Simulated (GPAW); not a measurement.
**A Na chain with two C atoms in line: transmission at several levels**

Aim: T(E), conductance and thermopower of a Na chain with two C atoms in line, and what cheaper settings cost in accuracy.

Main program and level: GPAW 26.7.0; GPAW LCAO, PAW setups; Landauer transmission from Green's functions with principal layers (ASE), zero bias.

## (1) The starting structure

The cell holds 14 atoms: 12 Na and 2 C. Cell: a = 9.000 Å, b = 9.000 Å, c = 41.868 Å, α = 90.0°, β = 90.0°, γ = 90.0°. Regions: left lead, 6 atoms (6 Na); channel, 2 atoms (2 C); right lead, 6 atoms (6 Na). Vacuum lies along a and b. The structure is stacked along c, and the current runs across the ab planes.

## (2) Double-zeta polarised basis

The script solves lead and junction separately, takes H and S in the orbital basis, and joins semi-infinite leads through their self-energies; the dzp basis is the working standard.

Input file run.py:

```python
import json
import numpy as np
from ase import Atoms
from ase.transport.calculators import TransportCalculator
from gpaw import GPAW, FermiDirac
from gpaw.lcao.tools import get_lcao_hamiltonian
from scipy.linalg import eigh

# The junction with lead layers at both ends, along the third cell vector
device = Atoms(
    ['Na', 'Na', 'Na', 'Na', 'Na', 'Na', 'C', 'C', 'Na', 'Na', 'Na', 'Na', 'Na', 'Na'],
    positions=[
        [4.50000, 4.50000, 1.65000],
        [4.50000, 4.50000, 4.95000],
        [4.50000, 4.50000, 8.25000],
        [4.50000, 4.50000, 11.55000],
        [4.50000, 4.50000, 14.85000],
        [4.50000, 4.50000, 18.15000],
        [4.50000, 4.50000, 20.29420],
        [4.50000, 4.50000, 21.57420],
        [4.50000, 4.50000, 23.71840],
        [4.50000, 4.50000, 27.01840],
        [4.50000, 4.50000, 30.31840],
        [4.50000, 4.50000, 33.61840],
        [4.50000, 4.50000, 36.91840],
        [4.50000, 4.50000, 40.21840]],
    cell=[[9.0, 0.0, 0.0], [0.0, 9.0, 0.0], [0.0, 0.0, 41.8684]],
    pbc=True)

# One principal layer of the lead: the first 4 atoms of the device
lead = Atoms(
    ['Na', 'Na', 'Na', 'Na'],
    positions=[
        [4.50000, 4.50000, 1.65000],
        [4.50000, 4.50000, 4.95000],
        [4.50000, 4.50000, 8.25000],
        [4.50000, 4.50000, 11.55000]],
    cell=[[9.0, 0.0, 0.0], [0.0, 9.0, 0.0], [0.0, 0.0, 13.2]],
    pbc=True)

settings = dict(mode='lcao', basis='dzp', xc='PBE', h=0.2,
                occupations=FermiDirac(0.1), maxiter=250,
                mixer=dict(beta=0.1, nmaxold=8, weight=100.0),
                convergence=dict(density=0.0001))
energies = np.arange(-2, 2 + 1e-9, 0.05)
eta = 0.0001
n1, n2 = 1, 1
# k and -k transmit alike, so half of the mesh across the current serves
mesh = [(i, j) for i in range(n1) for j in range(n2) if (i, j) <= (-i % n1, -j % n2)]
weights = np.array([1 if (i, j) == (-i % n1, -j % n2) else 2 for i, j in mesh]) / (n1 * n2)

# [... helper functions left out ...]
fermi_lead = ground_state(lead, (1, 1, 9), 'lead.txt')
fermi_device = ground_state(device, (1, 1, 2), 'device.txt')
# [... loop over the mesh left out, but for ...]
        # Shift the lead onto the potential of the device's first layer
        shift = ((H[:, 0, 0] - H0[:, 0, 0]) / S0[0, 0]).real.mean()
# [...]
kT = 8.617333e-5 * 300
bias = [0.1, 0.2, 0.5, 1.0, 1.5, 2.0]
# [... integrals and printing left out ...]
```

The run is started by

```
$ OMP_NUM_THREADS=1 OPENBLAS_NUM_THREADS=1 python run.py
```

What it wrote:

```text
basis functions: device 230, principal layer 68
Fermi level: lead -2.4844 eV, device -2.7206 eV; lead shifted by -0.0002 eV
largest coupling past the next layer 4.16e-12 eV, largest misfit of the first layer 0.049 eV
  E-E_F (eV)   T (one spin)  [channel counts left out]
    -2.000    1.4031e-10
    -1.950    1.4004e-10
    -1.900    1.3976e-10
    -1.850    1.3948e-10
    -1.800    1.3917e-10
    -1.750    1.3886e-10
    -1.700    1.3853e-10
    -1.650    1.3818e-10
    -1.600    1.3781e-10
    -1.550    1.3741e-10
    -1.500    1.3697e-10
    -1.450    1.3649e-10
    -1.400    1.3592e-10
    -1.350    1.3524e-10
    -1.300    1.3438e-10
    -1.250    1.3323e-10
[...]
1.650    2.1886e-02
     1.700    2.1497e-02
     1.750    2.0989e-02
     1.800    2.0340e-02
     1.850    1.9517e-02
     1.900    1.8463e-02
     1.950    1.7102e-02
     2.000    1.5306e-02
conductance at 300 K: 0.088774 G0 a cell; thermopower 16.15 uV/K
current from the zero-bias T(E) at 0.1 V: 0.68801 uA
current from the zero-bias T(E) at 0.2 V: 1.3771 uA
current from the zero-bias T(E) at 0.5 V: 3.4585 uA
current from the zero-bias T(E) at 1.0 V: 7.2509 uA
current from the zero-bias T(E) at 1.5 V: 14.247 uA
current from the zero-bias T(E) at 2.0 V: 17.393 uA
```

Wall time 100 s (1 thread of Arm Neoverse V1, shared host); peak memory 1.5 GiB.

This step gave:

* conductance: 0.08877 G₀
* thermopower: 16.15 μV/K
* largest coupling past the next principal layer: 4.16e-12 eV
* largest misfit of the first principal layer: 0.04870 eV
* shift that aligns the lead: -2.08e-4 eV
* basis functions of the junction: 230
* basis functions of a principal layer: 68
* transmission at the Fermi level (one spin): 0.08879

One spin. The transmission, zone mean by energy, zero at the Fermi level:

| energy (eV) | transmission, zone mean |
| --- | --- |
| -2.000 | 1.4e-10 |
| -1.800 | 1.4e-10 |
| -1.600 | 1.4e-10 |
| -1.400 | 1.4e-10 |
| -1.200 | 1.3e-10 |
| -1.000 | 9.8e-11 |
| -0.800 | 0.530 |
| -0.750 | 0.734 |
| -0.600 | 0.258 |
| -0.400 | 0.156 |
| -0.200 | 0.125 |
| 0.000 | 0.0888 |
| 0.200 | 0.0544 |
| 0.400 | 0.0373 |
| 0.600 | 0.0308 |
| 0.800 | 0.0281 |
| 1.000 | 0.0261 |
| 1.200 | 0.0243 |
| 1.400 | 0.0231 |
| 1.600 | 0.0222 |
| 1.800 | 0.0203 |
| 2.000 | 0.0153 |

Not self-consistent under bias; the bias window is split evenly. The current through one cell, from the zero-bias transmission by bias:

| bias (V) | current through one cell, from the zero-bias transmission (μA) |
| --- | --- |
| 0.100 | 0.688 |
| 0.200 | 1.38 |
| 0.500 | 3.46 |
| 1.000 | 7.25 |
| 1.500 | 14.2 |
| 2.000 | 17.4 |

The transmission of the three most open eigenchannels by energy, zero at the Fermi level:

```
energy (eV)  channel 1  channel 2  channel 3
     -1.000    9.4e-11    4.2e-12          0
     -0.800      0.530     9.3e-9    4.0e-11
     -0.600      0.258    7.6e-11    9.3e-12
     -0.400      0.156    9.2e-11    1.2e-11
     -0.200      0.125    9.5e-11    1.3e-11
      0.000     0.0888    9.4e-11    1.2e-11
      0.200     0.0544    9.2e-11    1.2e-11
      0.400     0.0373    8.8e-11    1.2e-11
      0.600     0.0308    8.4e-11    1.1e-11
      0.800     0.0281    8.0e-11    1.1e-11
      1.000     0.0261    7.5e-11    1.0e-11
      1.200     0.0243    7.0e-11    9.4e-12
      1.400     0.0231    6.5e-11    8.5e-12
      1.600     0.0222    5.9e-11    7.5e-12
      1.800     0.0203     8.2e-6     8.2e-6
      2.000     0.0148     2.6e-4     2.6e-4
```

Couplings past the next layer reach 4.2e-12 eV, small enough to drop; the matrix elements of the cell's first layer differ from the bulk lead's by up to 0.049 eV. That layer keeps its own values in the calculation, and only beyond it is the lead taken as perfect. The Fermi levels of lead and junction count from different zeros of potential, one for each periodic cell; with both set to zero, the small remaining shift is what aligns them. By hand: G = 0.08877 × 77.48 μS = 6.88 μS, a resistance of 145 kΩ; at 0.1 V a linear junction would pass 0.688 μA, and the integral over the bias window gives 0.688 μA. Mott's formula, S = -(π²/3)(k_B²T/e) d ln T/dE, has the prefactor 7.33 μV/K·eV at 300 K; T = 0.09894 at -0.05 eV and 0.07880 at 0.05 eV give a slope of -2.28 per eV and S = 16.7 μV/K, beside 16.2 μV/K from the thermal integral, which interpolates the same grid.

## (3) Single-zeta polarised basis

One radial function a shell plus polarisation makes the matrices smaller; the question is what that costs.

run.py: that of step 2 with these lines changed.

```diff
@@ -40,3 +40,3 @@
 
-settings = dict(mode='lcao', basis='dzp', xc='PBE', h=0.2,
+settings = dict(mode='lcao', basis='szp(dzp)', xc='PBE', h=0.2,
                 occupations=FermiDirac(0.1), maxiter=250,
```

What it wrote:

```text
basis functions: device 138, principal layer 40
Fermi level: lead -2.5061 eV, device -2.7710 eV; lead shifted by -0.0005 eV
largest coupling past the next layer 4.06e-12 eV, largest misfit of the first layer 0.054 eV
  E-E_F (eV)   T (one spin)  [channel counts left out]
    -2.000    1.8662e-10
    -1.950    1.8638e-10
    -1.900    1.8614e-10
    -1.850    1.8591e-10
    -1.800    1.8567e-10
    -1.750    1.8545e-10
    -1.700    1.8524e-10
    -1.650    1.8504e-10
    -1.600    1.8488e-10
    -1.550    1.8474e-10
    -1.500    1.8466e-10
    -1.450    1.8463e-10
    -1.400    1.8469e-10
    -1.350    1.8486e-10
    -1.300    1.8518e-10
    -1.250    1.8572e-10
[...]
1.650    3.3366e-02
     1.700    3.3707e-02
     1.750    3.3927e-02
     1.800    3.3978e-02
     1.850    3.3801e-02
     1.900    3.3298e-02
     1.950    3.2330e-02
     2.000    3.0665e-02
conductance at 300 K: 0.083002 G0 a cell; thermopower 16.69 uV/K
current from the zero-bias T(E) at 0.1 V: 0.64341 uA
current from the zero-bias T(E) at 0.2 V: 1.2886 uA
current from the zero-bias T(E) at 0.5 V: 3.2457 uA
current from the zero-bias T(E) at 1.0 V: 6.8875 uA
current from the zero-bias T(E) at 1.5 V: 15.118 uA
current from the zero-bias T(E) at 2.0 V: 17.584 uA
```

Wall time 78 s (1 thread); peak memory 1.4 GiB.

Numbers from this step:

* conductance: 0.08300 G₀
* thermopower: 16.69 μV/K
* largest coupling past the next principal layer: 4.06e-12 eV
* largest misfit of the first principal layer: 0.05413 eV
* shift that aligns the lead: -5.02e-4 eV
* basis functions of the junction: 138
* basis functions of a principal layer: 40
* transmission at the Fermi level (one spin): 0.08296

One spin. Transmission, zone mean against energy, zero at the Fermi level:

```
energy (eV)  transmission, zone mean
      -2.00                  1.9e-10
      -1.85                  1.9e-10
      -1.70                  1.9e-10
      -1.60                  1.8e-10
      -1.45                  1.8e-10
      -1.30                  1.9e-10
      -1.15                  1.9e-10
      -1.05                  1.9e-10
      -0.90                  2.1e-10
      -0.75                    0.826
      -0.60                    0.288
      -0.50                    0.189
      -0.35                    0.138
      -0.20                    0.118
      -0.05                   0.0928
       0.00                   0.0830
       0.05                   0.0734
       0.20                   0.0506
       0.35                   0.0380
       0.50                   0.0324
       0.60                   0.0307
       0.75                   0.0299
       0.90                   0.0297
       1.05                   0.0298
       1.15                   0.0299
       1.30                   0.0305
       1.45                   0.0316
       1.60                   0.0330
       1.70                   0.0337
       1.85                   0.0338
       2.00                   0.0307
```

Not self-consistent under bias; the bias window is split evenly. Current through one cell, from the zero-bias transmission against bias:

| bias (V) | current through one cell, from the zero-bias transmission (μA) |
| --- | --- |
| 0.100 | 0.643 |
| 0.200 | 1.29 |
| 0.500 | 3.25 |
| 1.000 | 6.89 |
| 1.500 | 15.1 |
| 2.000 | 17.6 |

The transmission of the three most open eigenchannels by energy, zero at the Fermi level:

```csv
energy (eV),channel 1,channel 2,channel 3
-2.00,1.9e-10,0,0
-1.85,1.9e-10,0,0
-1.70,1.9e-10,0,0
-1.60,1.8e-10,0,0
-1.45,1.8e-10,0,0
-1.30,1.9e-10,0,0
-1.15,1.9e-10,0,0
-1.05,1.9e-10,0,0
-0.90,2.1e-10,3.8e-12,0
-0.75,0.826,1.1e-10,0
-0.60,0.288,1.4e-10,0
-0.50,0.189,1.5e-10,0
-0.35,0.138,1.5e-10,0
-0.20,0.118,1.4e-10,0
-0.05,0.0928,1.4e-10,0
0.00,0.0830,1.4e-10,0
0.05,0.0734,1.4e-10,0
0.20,0.0506,1.3e-10,0
0.35,0.0380,1.2e-10,0
0.50,0.0324,1.1e-10,0
0.60,0.0307,1.1e-10,0
0.75,0.0299,9.8e-11,0
0.90,0.0297,8.9e-11,0
1.05,0.0298,8.1e-11,0
1.15,0.0299,7.5e-11,0
1.30,0.0305,6.8e-11,0
1.45,0.0316,6.1e-11,0
1.60,0.0330,5.5e-11,0
1.70,0.0337,5.1e-11,0
1.85,0.0338,1.7e-5,1.7e-5
2.00,0.0304,1.4e-4,1.4e-4
```

The conductance, 0.0830 G₀, lies 6.5 % below that of the dzp run.

## (4) GPAW, sz: basis = "sz(dzp)"

The minimal basis is the cheapest rung: no second zeta and no polarisation.

run.py: that of step 3 with these lines changed.

```diff
@@ -40,3 +40,3 @@
 
-settings = dict(mode='lcao', basis='szp(dzp)', xc='PBE', h=0.2,
+settings = dict(mode='lcao', basis='sz(dzp)', xc='PBE', h=0.2,
                 occupations=FermiDirac(0.1), maxiter=250,
```

What it wrote:

```text
basis functions: device 92, principal layer 28
Fermi level: lead -2.4845 eV, device -2.7709 eV; lead shifted by -0.0004 eV
largest coupling past the next layer 4.26e-12 eV, largest misfit of the first layer 0.057 eV
  E-E_F (eV)   T (one spin)  [channel counts left out]
    -2.000    3.5596e-13
    -1.950    3.5417e-13
    -1.900    3.5241e-13
[...]
1.950    4.9354e-02
     2.000    4.9001e-02
conductance at 300 K: 0.10173 G0 a cell; thermopower 22.06 uV/K
current from the zero-bias T(E) at 0.1 V: 0.79075 uA
current from the zero-bias T(E) at 0.2 V: 1.5966 uA
current from the zero-bias T(E) at 0.5 V: 4.2675 uA
current from the zero-bias T(E) at 1.0 V: 12.368 uA
current from the zero-bias T(E) at 1.5 V: 22.657 uA
current from the zero-bias T(E) at 2.0 V: 23.465 uA
```

Elapsed: 61 s, on 1 thread; peak memory 1.3 GiB.

Numbers from this step:

```yaml
conductance: 0.1017 G₀
thermopower: 22.06 μV/K
largest_coupling_past_the_next_principal_layer: 4.26e-12 eV
largest_misfit_of_the_first_principal_layer: 0.05681 eV
shift_that_aligns_the_lead: -4.26e-4 eV
basis_functions_of_the_junction: 92
basis_functions_of_a_principal_layer: 28
transmission_at_the_fermi_level_one_spin: 0.1009
```

One spin. Table of transmission, zone mean by energy, zero at the Fermi level:

| energy (eV) | transmission, zone mean |
| --- | --- |
| -2.00 | 0 |
| -1.90 | 0 |
| -1.80 | 0 |
| -1.70 | 0 |
| -1.55 | 0 |
| -1.45 | 0 |
| -1.35 | 0 |
| -1.25 | 0 |
| -1.15 | 0 |
| -1.05 | 0 |
| -0.90 | 0 |
| -0.80 | 0.00764 |
| -0.70 | 0.128 |
| -0.60 | 0.831 |
| -0.55 | 0.969 |
| -0.50 | 0.711 |
| -0.40 | 0.362 |
| -0.25 | 0.203 |
| -0.15 | 0.155 |
| -0.05 | 0.117 |
| 0.00 | 0.101 |
| 0.05 | 0.0865 |
| 0.15 | 0.0640 |
| 0.25 | 0.0493 |
| 0.40 | 0.0374 |
| 0.50 | 0.0336 |
| 0.60 | 0.0318 |
| 0.70 | 0.0312 |
| 0.80 | 0.0313 |
| 0.90 | 0.0318 |
| 1.05 | 0.0328 |
| 1.15 | 0.0336 |
| 1.25 | 0.0348 |
| 1.35 | 0.0362 |
| 1.45 | 0.0382 |
| 1.55 | 0.0405 |
| 1.70 | 0.0445 |
| 1.80 | 0.0470 |
| 1.90 | 0.0490 |
| 2.00 | 0.0490 |

The conductance, 0.102 G₀, lies 15 % above that of the dzp run.

## (5) LDA in the dzp basis: xc = "LDA"

Back in the dzp basis, the functional changes from PBE to LDA, to set the spread between functionals beside that between bases.

run.py: that of step 4 with these lines changed.

```diff
@@ -40,3 +40,3 @@
 
-settings = dict(mode='lcao', basis='sz(dzp)', xc='PBE', h=0.2,
+settings = dict(mode='lcao', basis='dzp', xc='LDA', h=0.2,
                 occupations=FermiDirac(0.1), maxiter=250,
```

What it wrote:

```text
basis functions: device 230, principal layer 68
Fermi level: lead -2.6222 eV, device -2.8679 eV; lead shifted by -0.0009 eV
largest coupling past the next layer 2.46e-11 eV, largest misfit of the first layer 0.050 eV
  E-E_F (eV)   T (one spin)  [channel counts left out]
    -2.000    1.3763e-10
    -1.950    1.3739e-10
    -1.900    1.3714e-10
[...]
1.950    1.7616e-02
     2.000    1.6116e-02
conductance at 300 K: 0.08541 G0 a cell; thermopower 15.28 uV/K
current from the zero-bias T(E) at 0.1 V: 0.66161 uA
current from the zero-bias T(E) at 0.2 V: 1.3223 uA
current from the zero-bias T(E) at 0.5 V: 3.2892 uA
current from the zero-bias T(E) at 1.0 V: 6.6907 uA
current from the zero-bias T(E) at 1.5 V: 12.254 uA
current from the zero-bias T(E) at 2.0 V: 15.474 uA
```

Elapsed: 91 s, on 1 thread; peak memory 1.5 GiB.

Numbers from this step:

| Item | Value |
| --- | --- |
| conductance | 0.08541 G₀ |
| thermopower | 15.28 μV/K |
| largest coupling past the next principal layer | 2.46e-11 eV |
| largest misfit of the first principal layer | 0.05022 eV |
| shift that aligns the lead | -8.86e-4 eV |
| basis functions of the junction | 230 |
| basis functions of a principal layer | 68 |
| transmission at the Fermi level (one spin) | 0.08555 |

One spin. Table of transmission, zone mean by energy, zero at the Fermi level:

energy (eV), transmission, zone mean and a bar:
```
    -2.00      0.000 
    -1.90      0.000 
    -1.80      0.000 
    -1.70      0.000 
    -1.55      0.000 
    -1.45      0.000 
    -1.35      0.000 
    -1.25      0.000 
    -1.15      0.000 
    -1.05      0.000 
    -0.90      0.000 
    -0.80      0.977 ##############################
    -0.70      0.306 #########
    -0.60      0.206 ######
    -0.50      0.161 #####
    -0.40      0.137 ####
    -0.25      0.121 ####
    -0.15      0.110 ###
    -0.05      0.095 ###
     0.00      0.086 ###
     0.05      0.076 ##
     0.15      0.060 ##
     0.25      0.047 #
     0.40      0.036 #
     0.50      0.032 #
     0.60      0.030 #
     0.70      0.028 #
     0.80      0.027 #
     0.90      0.026 #
     1.05      0.024 #
     1.15      0.024 #
     1.25      0.023 #
     1.35      0.022 #
     1.45      0.022 #
     1.55      0.022 #
     1.70      0.021 #
     1.80      0.020 #
     1.90      0.019 #
     2.00      0.016
```

The conductance, 0.0854 G₀, lies 3.8 % below that of the dzp run.

## (6) Cost and result by level

Times are for 1 thread of Arm Neoverse V1, shared host. The runs compared:

| no. | run | conductance (G₀) | time | memory (GiB) |
| --- | --- | --- | --- | --- |
| 1 | dzp | 0.08877 | 100 s | 1.5 |
| 2 | szp | 0.08300 | 78 s | 1.4 |
| 3 | sz | 0.1017 | 61 s | 1.3 |
| 4 | dzp LDA | 0.08541 | 91 s | 1.5 |

## (7) The levels side by side

The curves are compared point by point over the common energies.

This step: comparison of transmission and cost over codes and levels (GPAW 26.7.0).

Ladder, by row:

```csv
step,code,T at the Fermi level (sum over the listed spins),conductance (G0),r.m.s. T(E) from the first,wall time (s),peak memory (GiB),threads
dzp,GPAW,0.08879,0.08877,0,99.68,1.47,1
szp,GPAW,0.08296,0.083,0.05997,78.07,1.4,1
sz,GPAW,0.1009,0.1017,0.1652,60.92,1.32,1
dzp-LDA,GPAW,0.08555,0.08541,0.06114,91.15,1.46,1
```

(Continued in part 2 of 2.)

[Logs are printed without paths, hosts, clocks, repeated set-up lines and the standing remarks that a program may print on its own settings, such as how far it seeks lower states.]

[Hosts, paths, dates, database ids (printed as entryN), source tags and the programs' standing remarks are cut or masked in the printed files.]
